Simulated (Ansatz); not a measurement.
In doubt: one-shot GW on d or f shells is unsure, so the values of those runs are not to be relied on.

KBaCeBiO6 (F-43m), computed twice by G0W0.

```
K Ba Ce Bi O
1.0
     0.00000    4.36398    4.36398
     4.36398    0.00000    4.36398
     4.36398    4.36398    0.00000
K Ba Ce Bi O
1 1 1 1 6
Cartesian
  6.5460 6.5460 6.5460
  2.1820 2.1820 2.1820
  4.3640 4.3640 4.3640
  0.0000 0.0000 0.0000
  2.1413 4.3640 4.3640
  6.5867 4.3640 4.3640
  4.3640 4.3640 6.5867
  4.3640 4.3640 2.1413
  4.3640 2.1413 4.3640
  4.3640 6.5867 4.3640
```

The cell and positions are those that the Materials Project relaxed with its own functionals (PBE, PBE+U or r2SCAN), kept fixed. Spin-orbit coupling is left out unless a run names it.

The first (Ansatz 0.2.0; start PBE with 90 % screened exact exchange, 2×2×2 mesh, 693 empty bands, screening to 150 eV, PAW set soft_1 files; 1 × NVIDIA H100 80GB HBM3 (shared by 6 runs) with 2 threads of AMD EPYC 7R13 (Zen 3), shared host) gave, on its mesh: starting gap 6.65 eV, G0W0 gap 4.88 eV, RPA ε∞ (mean) 2.62, 45 s.

The second changes start from PBE with 90 % screened exact exchange to PBE+U(Ce-f,4). What does it give?

It gave: starting gap 1.47 eV, G0W0 gap 2.68 eV, RPA ε∞ (mean) 6.02, 13 s. The G0W0 gap moves by −2.20 eV, −5.18 eV from the start and +2.97 eV from the correction.

Limits: not at the basis limit; f levels unsure; no spin polarisation; f levels unsure; no spin-orbit coupling; coarse k mesh.

[Paths, hosts, dates, memory and timing lines, banners, echoed tables and standing remarks are left out of the program output.]

[Logs are printed without paths, hosts, clocks, repeated set-up lines and the standing remarks that a program may print on its own settings, such as how far it seeks lower states.]

[Runs of the session that timed out or met a known fault of the program may be left out.]

[Cells called generated may have been cut or substituted from an entry of the Crystallography Open Database or the Materials Project.]

[Hosts, paths, dates, database ids (printed as entryN), source tags and the programs' standing remarks are cut or masked in the printed files.]
